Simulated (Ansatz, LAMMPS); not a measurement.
# Amorphous 93SiO2-7P2O5 (mol %) (92 atoms): geometry optimisation, part 2 of 2

Aim: bring amorphous 93SiO2-7P2O5 (mol %) (92 atoms) to a nearby minimum of the energy and see what moves.

Ansatz 0.2.0; Kohn-Sham DFT, PBE, PAW (set soft_2), plane waves.

The cell: 26 Si, 4 P and 62 O. The quench rate of 50 K/ps far exceeds what a furnace or splat quench reaches. The network of bonds at the start is that of the classical potential that made the cell. Only the Γ point is sampled in the main run, in a cell whose shortest periodic width is 11 Å.

So far. Step 4 (Cell and atoms relaxed): The relaxation changed the energy by -56.2 meV/atom, and atoms moved by 0.37 Å r.m.s., 1.0 Å at most.

## Step 6: Single point at the relaxed geometry

One more single point at the end of the walk gives the fuller output and checks the residual forces.

input.yaml

```yaml
crystal:
  lattice:
    - [11.03547, -0.11517, 0.06333]
    - [-0.11517, 11.1361, -0.32605]
    - [0.06333, -0.32605, 11.04383]
  atoms:
    - { symbol: Si, position: [0.87412, 0.78907, 0.35034] }
    - { symbol: Si, position: [0.78536, 0.22922, 0.57678] }
    - { symbol: Si, position: [0.16723, 0.41119, 0.84381] }
    - { symbol: Si, position: [0.45102, 0.8224, 0.94961] }
    - { symbol: Si, position: [0.67567, 0.97014, 0.91396] }
    - { symbol: Si, position: [0.03082, 0.2799, 0.04948] }
    - { symbol: Si, position: [0.78749, 0.04783, 0.34918] }
    - { symbol: Si, position: [0.23298, 0.83368, 0.09114] }
    - { symbol: Si, position: [0.76511, 0.18598, 0.10137] }
    - { symbol: Si, position: [0.34249, 0.15191, 0.345] }
    - { symbol: Si, position: [0.81954, 0.73839, 0.84313] }
    - { symbol: Si, position: [0.2424, 0.11612, 0.077] }
    - { symbol: Si, position: [0.59516, 0.40758, 0.06815] }
    - { symbol: Si, position: [0.47151, 0.75611, 0.55288] }
    - { symbol: Si, position: [0.71112, 0.45773, 0.43878] }
    - { symbol: Si, position: [0.18859, 0.04346, 0.55174] }
    - { symbol: Si, position: [0.06031, 0.48122, 0.48946] }
    - { symbol: Si, position: [0.152, 0.80771, 0.36705] }
    - { symbol: Si, position: [0.28115, 0.86972, 0.7413] }
    - { symbol: Si, position: [0.52256, 0.98409, 0.43723] }
    - { symbol: Si, position: [0.40828, 0.26659, 0.89576] }
    - { symbol: Si, position: [0.5602, 0.1116, 0.70382] }
    - { symbol: Si, position: [0.10517, 0.6949, 0.8708] }
    - { symbol: Si, position: [0.81428, 0.55341, 0.20778] }
    - { symbol: Si, position: [0.04387, 0.26732, 0.61688] }
    - { symbol: Si, position: [0.30071, 0.58559, 0.45258] }
    - { symbol: P, position: [0.4572, 0.40786, 0.31142] }
    - { symbol: P, position: [0.07843, 0.49162, 0.20198] }
    - { symbol: P, position: [0.73364, 0.70506, 0.57908] }
    - { symbol: P, position: [0.58641, 0.59232, 0.87773] }
    - { symbol: O, position: [0.95232, 0.53793, 0.15297] }
    - { symbol: O, position: [0.48112, 0.8428, 0.4401] }
    - { symbol: O, position: [0.06777, 0.36716, 0.94327] }
    - { symbol: O, position: [0.80462, 0.69826, 0.25138] }
    - { symbol: O, position: [0.34739, 0.48817, 0.34064] }
    - { symbol: O, position: [0.42453, 0.28063, 0.35376] }
    - { symbol: O, position: [0.81032, 0.71568, 0.69261] }
    - { symbol: O, position: [0.23398, 0.97281, 0.05548] }
    - { symbol: O, position: [0.37258, 0.78771, 0.06894] }
    - { symbol: O, position: [0.73022, 0.33816, 0.50447] }
    - { symbol: O, position: [0.43918, 0.04476, 0.33763] }
    - { symbol: O, position: [0.30588, 0.36754, 0.86919] }
    - { symbol: O, position: [0.36479, 0.89652, 0.86102] }
    - { symbol: O, position: [0.59081, 0.51894, 0.76251] }
    - { symbol: O, position: [0.14157, 0.7537, 0.00406] }
    - { symbol: O, position: [0.51066, 0.04534, 0.5752] }
    - { symbol: O, position: [0.82662, 0.12643, 0.47227] }
    - { symbol: O, position: [0.57066, 0.45074, 0.38297] }
    - { symbol: O, position: [0.5704, 0.90147, 0.99112] }
    - { symbol: O, position: [0.18286, 0.54763, 0.14175] }
    - { symbol: O, position: [0.79709, 0.77862, 0.48199] }
    - { symbol: O, position: [0.78768, 0.87857, 0.87661] }
    - { symbol: O, position: [0.27055, 0.13844, 0.47287] }
    - { symbol: O, position: [0.45105, 0.18809, 0.77043] }
    - { symbol: O, position: [0.65595, 0.98928, 0.37858] }
    - { symbol: O, position: [0.12794, 0.34014, 0.71695] }
    - { symbol: O, position: [0.71364, 0.5017, 0.11545] }
    - { symbol: O, position: [0.06541, 0.3496, 0.18106] }
    - { symbol: O, position: [0.43355, 0.61922, 0.51166] }
    - { symbol: O, position: [0.37115, 0.79694, 0.64913] }
    - { symbol: O, position: [0.07565, 0.12386, 0.60009] }
    - { symbol: O, position: [0.49717, 0.70265, 0.86946] }
    - { symbol: O, position: [0.61278, 0.01082, 0.79028] }
    - { symbol: O, position: [0.90115, 0.26744, 0.65957] }
    - { symbol: O, position: [0.54474, 0.53581, 0.99585] }
    - { symbol: O, position: [0.10837, 0.15856, 0.04116] }
    - { symbol: O, position: [0.87261, 0.9301, 0.32148] }
    - { symbol: O, position: [0.79126, 0.12647, 0.23093] }
    - { symbol: O, position: [0.66428, 0.28656, 0.12479] }
    - { symbol: O, position: [0.20253, 0.52078, 0.53555] }
    - { symbol: O, position: [0.26585, 0.15279, 0.22205] }
    - { symbol: O, position: [0.01324, 0.75438, 0.3689] }
    - { symbol: O, position: [0.24594, 0.99161, 0.67483] }
    - { symbol: O, position: [0.24765, 0.70902, 0.40641] }
    - { symbol: O, position: [0.67717, 0.19209, 0.66747] }
    - { symbol: O, position: [0.80437, 0.47783, 0.33022] }
    - { symbol: O, position: [0.72754, 0.0805, 0.99945] }
    - { symbol: O, position: [0.34581, 0.17434, 0.99149] }
    [... 8 atom lines left out ...]
    - { symbol: O, position: [0.95618, 0.70158, 0.8702] }
    - { symbol: O, position: [0.47998, 0.41393, 0.1759] }
    - { symbol: O, position: [0.95113, 0.5441, 0.554] }
    - { symbol: O, position: [0.60996, 0.76383, 0.61352] }
    - { symbol: O, position: [0.16264, 0.78548, 0.77052] }
    - { symbol: O, position: [0.18955, 0.83903, 0.23121] }
kpoints:
  mp_grid: { grid: [1, 1, 1] }
hamiltonian:
  xc: pbe
scf:
  occupations: { method: fermi_dirac, width: 0.025 }
output:
  forces: true
  stress: true
  populations: true
  dos:
    method: { smearing: { sigma: 0.08 } }
    de: 0.05
    projected: { site_lists: { O: [O], P: [P], Si: [Si] } }
  eigenvalues: true
  write_density: true
  write_potential: true
  volumetric_format: npy
```

Run with:

```
ansatz run input.yaml --threads 4 --pin off --max-ram 8192MiB --backend cpu --events-out ev --progress --plain --runs-dir out
```

Wall time 21 s (4 threads of Arm Neoverse V1, shared host); peak memory 1.6 GiB.

The program notes that the exchange-correlation potential is rough where the density is thin.

Read from the output:

- free energy: -54820.2369 eV
- free energy per atom: -595.8721 eV/atom
- SCF cycles: 9
- pressure: -0.01482 GPa
- r.m.s. force component: 0.00524 eV/Å
- longest force: 0.02683 eV/Å
- Fermi energy: 4.728 eV
- gap (highest filled to lowest empty level): 3.555 eV
- spilling of the projection: 0.01453

Löwdin charges by element and coordination (they lack the spilled electrons, 0.078 e an atom on average):

```tsv
element	coordination	atoms	mean charge (e)	spread	least	most
O	all	62	-0.779	0.0244	-0.894	-0.721
O	1	3	-0.834	0.0431	-0.894	-0.797
O	2	59	-0.776	0.0193	-0.800	-0.721
P	all	4	2.23	0.0618	2.16	2.30
Si	all	26	1.79	0.0309	1.66	1.83
Si	4	25	1.79	0.0291	1.66	1.83
Si	5	1	1.73	0	1.73	1.73
```

States in the cell by windows of 1 eV, zero at the Fermi level; the larger projections on atomic orbitals stand beside the total:

```tsv
from (eV)	to (eV)	total	O p	Si p	Si s
-14	-13	0.7	0.5	0.0	0.1
-13	-12	17.7	11.6	0.7	3.6
-12	-11	16.0	11.0	1.2	2.1
-11	-10	18.4	13.1	1.9	1.7
-10	-9	33.0	25.0	5.7	0.7
-9	-8	27.9	21.8	4.8	0.2
-8	-7	24.4	20.2	1.8	0.1
-7	-6	51.9	45.1	3.2	0.1
-6	-5	78.3	72.3	2.7	0.1
-5	-4	64.4	61.2	1.2	0.1
-4	-3	26.0	24.9	0.3	0.1
-3	-2	5.4	5.1	0.0	0.0
-2	-1	4.0	3.7	0.2	0.0
-1	1	0.0	0.0	0.0	0.0
1	2	2.0	0.1	0.0	1.0
2	3	0.0	0.0	0.0	0.0
3	4	15.1	1.4	3.8	4.1
4	5	29.6	3.0	10.2	4.1
```

Between -26 and -14 eV lie 128 more states.

The levels nearest the highest filled one (over half full), pooled over k-points and spins:

```tsv
level less the highest filled one (eV)	occupation
-1.22	2
-1.22	2
-1.16	2
-0.988	2
-0.0656	2
0	2
3.55	0
4.91	0
4.99	0
5.14	0
5.27	0
5.38	0
```

Valence density in the bc plane at fractional x = 0.061, with atoms of Si and P and O within 0.2 Å of it. It is the smooth field of the valence electrons, not physical close to the nuclei.

Values in e/Å³, 13 rows by 16 columns, each cell a mean:
```
0.0 0.1 0.2 0.2 0.5 3.7 3.9 0.3 0.0 0.1 0.1 0.3 0.3 0.1 0.0 0.0
0.0 0.0 0.0 0.0 0.1 1.1 1.0 0.2 0.2 0.2 0.3 0.4 0.2 0.0 0.0 0.0
0.0 0.0 0.0 0.0 0.1 0.2 0.2 0.1 0.1 0.2 0.2 0.2 0.2 0.1 0.0 0.0
0.0 0.1 0.1 0.1 0.4 0.9 0.3 0.0 0.0 0.0 0.0 0.0 0.1 0.1 0.0 0.0
0.1 1.6 2.4 0.6 0.3 0.5 0.2 0.0 0.1 0.0 0.0 0.0 0.0 0.0 0.0 0.0
0.2 2.2 3.0 0.6 0.5 1.1 0.4 0.2 0.3 0.2 0.0 0.0 0.0 0.0 0.0 0.0
0.1 0.2 0.2 0.1 1.7 5.4 1.5 0.2 0.2 0.2 0.0 0.0 0.1 0.1 0.1 0.1
0.0 0.0 0.0 0.0 0.4 0.9 0.4 0.7 1.2 0.3 0.1 0.6 1.2 0.4 0.2 0.1
0.0 0.0 0.0 0.0 0.0 0.0 0.1 2.1 4.7 0.7 0.1 0.8 1.6 0.4 0.1 0.0
0.0 0.0 0.0 0.0 0.1 0.7 0.6 0.8 1.1 0.3 0.0 0.1 0.1 0.1 0.0 0.0
0.0 0.0 0.0 0.1 0.7 5.0 2.7 0.6 0.4 0.3 0.0 0.0 0.0 0.0 0.0 0.0
0.0 0.1 0.6 0.5 0.5 1.3 0.6 0.3 0.3 0.1 0.0 0.0 0.1 0.0 0.0 0.0
0.0 0.3 1.9 1.1 0.3 0.7 0.5 0.1 0.0 0.0 0.0 0.2 0.3 0.1 0.0 0.0
```
Columns run along b (11.1 Å), rows up along c (11.0 Å). Atoms in or near the plane, at fractional coordinates: Si at (0.48, 0.49), Si at (0.27, 0.62), P at (0.49, 0.20), O at (0.37, 0.94), O at (0.35, 0.18), O at (0.12, 0.60), O at (0.33, 0.49), O at (0.51, 0.34).

Electrostatic potential energy in the bc plane at fractional x = 0.061, with atoms of Si and P and O within 0.2 Å of it. With pseudopotentials it is smooth inside the atoms' cores, unlike the true potential.

Ten even steps from '_' (-45 eV) to '@' (9 eV), each cell a mean:
```
@@@@@@@@@@@@%%##****::__::##@@@@@@@@@@@@%%%%%%%%@@@@@@@@@@@@@@
@@@@@@@@@@@@@@@@@@%%::__..**@@@@@@@@@@%%**++++##%%@@@@@@@@@@@@
@@@@@@@@@@@@@@@@@@@@##++**%%@@@@@@@@%%##--__..++##@@@@@@@@@@@@
@@@@@@@@@@@@@@@@@@@@@@%%%%%%%%@@@@@@%%##--..::++%%@@@@@@@@@@@@
@@@@@@@@@@@@@@@@@@@@@@@@%%%%@@@@@@@@@@%%##****%%@@@@@@@@@@@@@@
@@@@@@@@@@@@@@@@@@@@@@@@@@@@@@@@@@@@@@@@%%%%%%@@@@@@@@@@@@@@@@
@@@@@@@@@@@@@@%%%%%%##%%@@@@@@@@@@@@@@@@@@@@@@@@@@@@@@@@@@@@@@
@@@@@@@@%%%%##++--==**%%@@@@@@@@@@@@@@@@@@@@@@@@@@@@@@@@@@@@@@
@@@@##==--++++______==%%@@@@@@@@@@@@@@@@@@@@@@@@@@@@@@@@@@@@@@
@@@@++..__--==______==%%%%%%%%%%@@@@@@@@@@@@@@@@@@@@@@@@@@@@@@
@@@@##====####++--==++##%%##==--++%%@@@@@@@@@@@@@@@@@@@@@@@@@@
@@@@@@@@@@@@@@%%##::__::++--____..**%%@@@@@@@@@@@@@@@@@@@@@@@@
@@@@@@@@@@@@@@@@%%::__::++::____..**%%@@@@@@@@@@@@@@@@@@@@@@@@
@@@@@@@@@@@@@@@@@@%%**##%%**----++%%@@@@@@@@@@%%%%%%%%@@@@@@@@
@@@@@@@@@@@@@@@@@@@@@@@@@@%%##----##@@@@@@@@##====##%%%%@@@@@@
@@@@@@@@@@@@@@@@@@@@@@@@@@@@++____==@@@@@@@@##==++##%%%%@@@@@@
@@@@@@@@@@@@@@@@@@@@@@@@@@%%**::::**@@@@@@@@@@%%%%%%%%@@@@@@@@
@@@@@@@@@@@@@@@@@@@@@@@@%%##==::--##%%@@@@@@@@@@@@@@@@@@@@@@@@
@@@@@@@@@@@@@@@@@@##--::====______==%%@@@@@@@@@@@@@@@@@@@@@@@@
@@@@@@@@@@@@@@@@%%++____::==______++%%@@@@@@@@@@@@@@@@@@@@@@@@
@@@@@@@@@@@@@@%%##**::--**##==--++##@@@@@@@@@@@@@@@@@@@@@@@@@@
@@@@@@@@%%%%##++::::++##%%%%%%%%@@@@@@@@@@@@@@@@@@@@@@@@@@@@@@
@@@@@@%%++==++::____::##%%@@@@@@@@@@@@@@@@@@@@@@@@@@@@@@@@@@@@
@@@@@@@@**++**==....==**%%@@@@@@@@@@@@@@@@@@@@@@@@@@@@@@@@@@@@
```
Columns run along b (11.1 Å; values clipped at the 3rd and 97th percentile), rows up along c (11.0 Å). Atoms in or near the plane, at fractional coordinates: Si at (0.48, 0.49), Si at (0.27, 0.62), P at (0.49, 0.20), O at (0.37, 0.94), O at (0.35, 0.18), O at (0.12, 0.60), O at (0.33, 0.49), O at (0.51, 0.34).

Mean Löwdin charges: O -0.78, P +2.23, Si +1.79 e (they miss 1.5 % of the electrons, so they add up to more than the cell's charge). The largest share in the top eV of filled states is O p (95 % of the projected weight), and in the lowest eV of empty states Si s (59 % of the projected weight).

Local excerpt of 10 atoms (numbers count through the whole input) about O50, which has 1 bonded neighbour where the commonest count for O is 2; x, y, z are measured from there.

```tsv
atom	x	y	z	distance (Å)	bonds	Löwdin charge (e)
O50	0.00	0.00	0.00	0.00	1	-0.80
P28	-1.14	-0.63	0.68	1.47	4	2.17
O82	-1.16	-0.47	2.21	2.55	2	-0.78
O31	-2.54	-0.09	0.11	2.55	2	-0.77
O58	-1.27	-2.20	0.49	2.59	2	-0.76
O45	-0.49	2.34	-1.59	2.87	2	-0.78
O35	1.84	-0.75	2.23	2.98	2	-0.73
O33	-1.26	-1.93	-2.14	3.15	2	-0.79
Si8	0.52	3.20	-0.65	3.30	4	1.80
O92	0.05	3.22	0.89	3.34	2	-0.79
```

The column of bonds counts only the pairs O-Si within 2.12 Å, O-P within 2.02 Å; other neighbours, such as metal atoms beside each other in a compound, aren't counted, and periodic images can show an atom twice.

## Step 7: K-mesh 2×2×2

Large cells are often run on few k-points; this run checks whether the reference had enough.

input.yaml: that of step 6 with these lines changed.

```diff
@@ -8,3 +8,3 @@
 kpoints:
-  mp_grid: { grid: [1, 1, 1] }
+  mp_grid: { grid: [2, 2, 2] }
 hamiltonian:
@@ -22,4 +22 @@
   eigenvalues: true
-  write_density: true
-  write_potential: true
-  volumetric_format: npy
```

It took 3.2 min on 4 threads; peak memory 5.9 GiB.

The program notes that it cut back its work space to fit the memory limit.

Geometry and reference: those of the single point at the relaxed geometry.

Forces differ from those of the single point at the relaxed geometry by 2.2 meV/Å r.m.s.; the energy by -0.34 meV/atom and the gap by +0.0059 eV. It took 3.2 min and 9 cycles; the reference's time can't be set against it, since the two runs asked for unlike analyses.

## Step 8: Functional HSE06

HSE06 mixes in a quarter of exact exchange at short range, which counters self-interaction, at a higher cost.

This step: Kohn-Sham DFT, HSE06, PAW (set soft_2), plane waves (Ansatz 0.2.0).

input.yaml: that of step 7 with these lines changed.

```diff
@@ -8,5 +8,5 @@
 kpoints:
-  mp_grid: { grid: [2, 2, 2] }
+  mp_grid: { grid: [1, 1, 1] }
 hamiltonian:
-  xc: pbe
+  xc: hse06
 scf:
```

Wall time 4.6 min (4 threads); peak memory 3.9 GiB; 18 min of CPU time.

The program notes that the exchange threshold is loose for the stress and the SCF threshold is loose for the stress.

Geometry and reference: those of the single point at the relaxed geometry.

Forces differ from those of the single point at the relaxed geometry by 215 meV/Å r.m.s.; the pressure by -4.9 GPa and the gap by +1.7 eV. It took 4.6 min and 15 cycles; the reference's time can't be set against it, since the two runs asked for unlike analyses.

The run gave:

* free energy: -54829.1304 eV
* free energy per atom: -595.9688 eV/atom
* SCF cycles: 15
* pressure: -4.872 GPa
* r.m.s. force component: 0.2154 eV/Å
* longest force: 1.086 eV/Å
* Fermi energy: 4.393 eV
* gap (highest filled to lowest empty level): 5.228 eV
* spilling of the projection: 0.0147

Length of the force by element and coordination:

```tsv
element	coordination	atoms	mean length of the force (eV/Å)	spread	least	most
O	all	62	0.405	0.201	0.097	1.09
O	1	3	0.988	0.138	0.793	1.09
O	2	59	0.375	0.152	0.097	0.693
P	all	4	0.0643	0.0046	0.0597	0.0703
Si	all	26	0.0686	0.0269	0.0352	0.141
Si	4	25	0.0657	0.0231	0.0352	0.125
Si	5	1	0.141	0	0.141	0.141
```

Löwdin charges by element and coordination (they lack the spilled electrons, 0.079 e an atom on average):

```tsv
element	coordination	atoms	mean charge (e)	spread	least	most
O	all	62	-0.809	0.0258	-0.932	-0.748
O	1	3	-0.867	0.0468	-0.932	-0.827
O	2	59	-0.806	0.0203	-0.830	-0.748
P	all	4	2.30	0.0613	2.23	2.37
Si	all	26	1.86	0.0305	1.73	1.89
Si	4	25	1.86	0.0289	1.73	1.89
Si	5	1	1.80	0	1.80	1.80
```

Density of states as counts of states in windows of 1 eV (from the Fermi level), total and the larger projections:

```tsv
from (eV)	to (eV)	total	O p	Si p
-18	-17	0.0	0.0	0.0
-17	-16	2.0	1.2	0.1
-16	-15	2.0	1.2	0.1
-15	-14	6.3	4.2	0.2
-14	-13	14.6	9.8	0.6
-13	-12	19.0	13.3	1.5
-12	-11	17.4	12.6	2.0
-11	-10	35.2	27.0	6.3
-10	-9	24.9	19.7	3.9
-9	-8	27.7	23.4	1.7
-8	-7	51.7	45.9	2.7
-7	-6	74.1	68.9	2.2
-6	-5	61.0	58.2	1.0
-5	-4	23.8	22.9	0.3
-4	-3	8.4	7.9	0.0
-3	-2	4.0	3.7	0.2
-2	2	0.0	0.0	0.0
2	3	2.0	0.1	0.0
3	4	0.2	0.0	0.0
4	5	15.1	1.2	4.2
```

Between -26 and -18 eV lie 116 more states.

The levels nearest the highest filled one (over half full), pooled over k-points and spins:

```tsv
level less the highest filled one (eV)	occupation
-1.32	2
-1.31	2
-1.26	2
-1.09	2
-0.0641	2
0	2
5.23	0
6.69	0
6.76	0
6.92	0
7.02	0
7.17	0
```

## Step 9: Functional r2SCAN (500 eV)

The meta-GGA r2SCAN uses the kinetic energy density as well as the density and its gradient. Besides, the cutoff goes from 420 to 500 eV.

This step: Kohn-Sham DFT, r2SCAN, PAW (set soft_2), plane waves (Ansatz 0.2.0).

input.yaml: that of step 8 with these lines changed.

```diff
@@ -10,3 +10,3 @@
 hamiltonian:
-  xc: hse06
+  xc: r2scan
 scf:
```

Run time: 55 s. Hardware: 4 threads; peak memory 3.5 GiB; 3.6 min of CPU time.

Geometry and reference: those of the single point at the relaxed geometry.

Forces differ from those of the single point at the relaxed geometry by 170 meV/Å r.m.s.; the pressure by -4.7 GPa and the gap by +0.62 eV. It took 55 s and 10 cycles; the reference's time can't be set against it, since the two runs asked for unlike analyses.

## Step 10: Functional PBEsol

PBEsol restores the gradient expansion of exchange for slowly varying densities and usually gives shorter bonds in solids than PBE.

This step: Kohn-Sham DFT, PBEsol, PAW (set soft_2), plane waves (Ansatz 0.2.0).

input.yaml: that of step 9 with these lines changed.

```diff
@@ -10,3 +10,3 @@
 hamiltonian:
-  xc: r2scan
+  xc: pbesol
 scf:
```

Run time: 21 s. Hardware: 4 threads; peak memory 1.6 GiB.

Geometry and reference: those of the single point at the relaxed geometry.

Forces differ from those of the single point at the relaxed geometry by 63 meV/Å r.m.s.; the pressure by -2.4 GPa.

## Step 11: What each setting buys

Each row is set against the single point at the relaxed geometry (Kohn-Sham DFT, PBE, PAW (set soft_2), plane waves; r.m.s. force component 0.00524 eV/Å). Energies are set beside the reference only for runs with its functional, potentials and electron count. Times are for 4 threads of Arm Neoverse V1, shared host. The reference's time includes grids, which some other runs skip.

```tsv
run	Δ force, r.m.s. (meV/Å)	Δ energy (meV/atom)	Δ pressure (GPa)	Δ gap (eV)	cycles	time	host memory (GiB)
reference	-	-	-	-	9	21 s	1.6
k-mesh 2×2×2	2.21	-0.342	0.0018	0.0059	9	3.2 min	5.9
functional HSE06	215	-	-4.86	1.67	15	4.6 min	3.9
functional r2SCAN (500 eV)	170	-	-4.68	0.621	10	55 s	3.5
functional PBEsol	63.4	-	-2.40	-0.0029	10	21 s	1.6
```

## Step 12: Summary of results

| Property | Result |
| --- | --- |
| energy change in the relaxation | -56.24 meV/atom |
| r.m.s. displacement | 0.372 Å |
| largest displacement | 1.012 Å |
| free energy per atom | -595.8721 eV/atom |
| pressure | -0.01482 GPa |
| r.m.s. force component | 0.00524 eV/Å |
| gap (highest filled to lowest empty level) | 3.555 eV |
| wall time of the 7 DFT runs | 15 min |

In words: Relaxation lowers the energy by 56.2 meV/atom and moves atoms by 0.37 Å r.m.s.; the r.m.s. force component goes from 0.83 to 0.0052 eV/Å. Displacements are taken in the final cell, so they leave out its strain. By the final cutoffs 0 of 120 bonded pairs parted and 1 joined. The cell shrank by 1.4 % in volume. From the first step to the last the energy fell by 5.174 eV, across changes of basis, and the largest move was 1.01 Å (O57). The O-Si bonds go from 1.614 Å (spread 0.032) to 1.636 Å (spread 0.032), and their number from 104 to 105. With the cutoffs above, 95 % of O atoms have 2, all P atoms have 4 and 96 % of Si atoms have 4 bonded neighbours. 95 % of the oxygens bridge two formers (Si and P) and 5 % are non-bridging. Filled and empty levels are parted by 3.55 eV (at Γ alone); a semilocal functional tends to put such gaps too low. In a disordered cell it changes from sample to sample, and tail or defect levels can set it.

Among the changes of functional, dispersion, potentials or spin, functional HSE06 moves the forces most, by 215 meV/Å r.m.s. The gap changes by +1.67 eV with HSE06.

**Limits.** The starting topology of bonds comes from the classical model; in DFT 0 of its 120 bonded pairs passed out of the cutoffs and 1 came within them.

[Logs are printed without paths, hosts, clocks, repeated set-up lines and the standing remarks that a program may print on its own settings, such as how far it seeks lower states.]

[Hosts, paths, dates, database ids (printed as entryN), source tags and the programs' standing remarks are cut or masked in the printed files.]
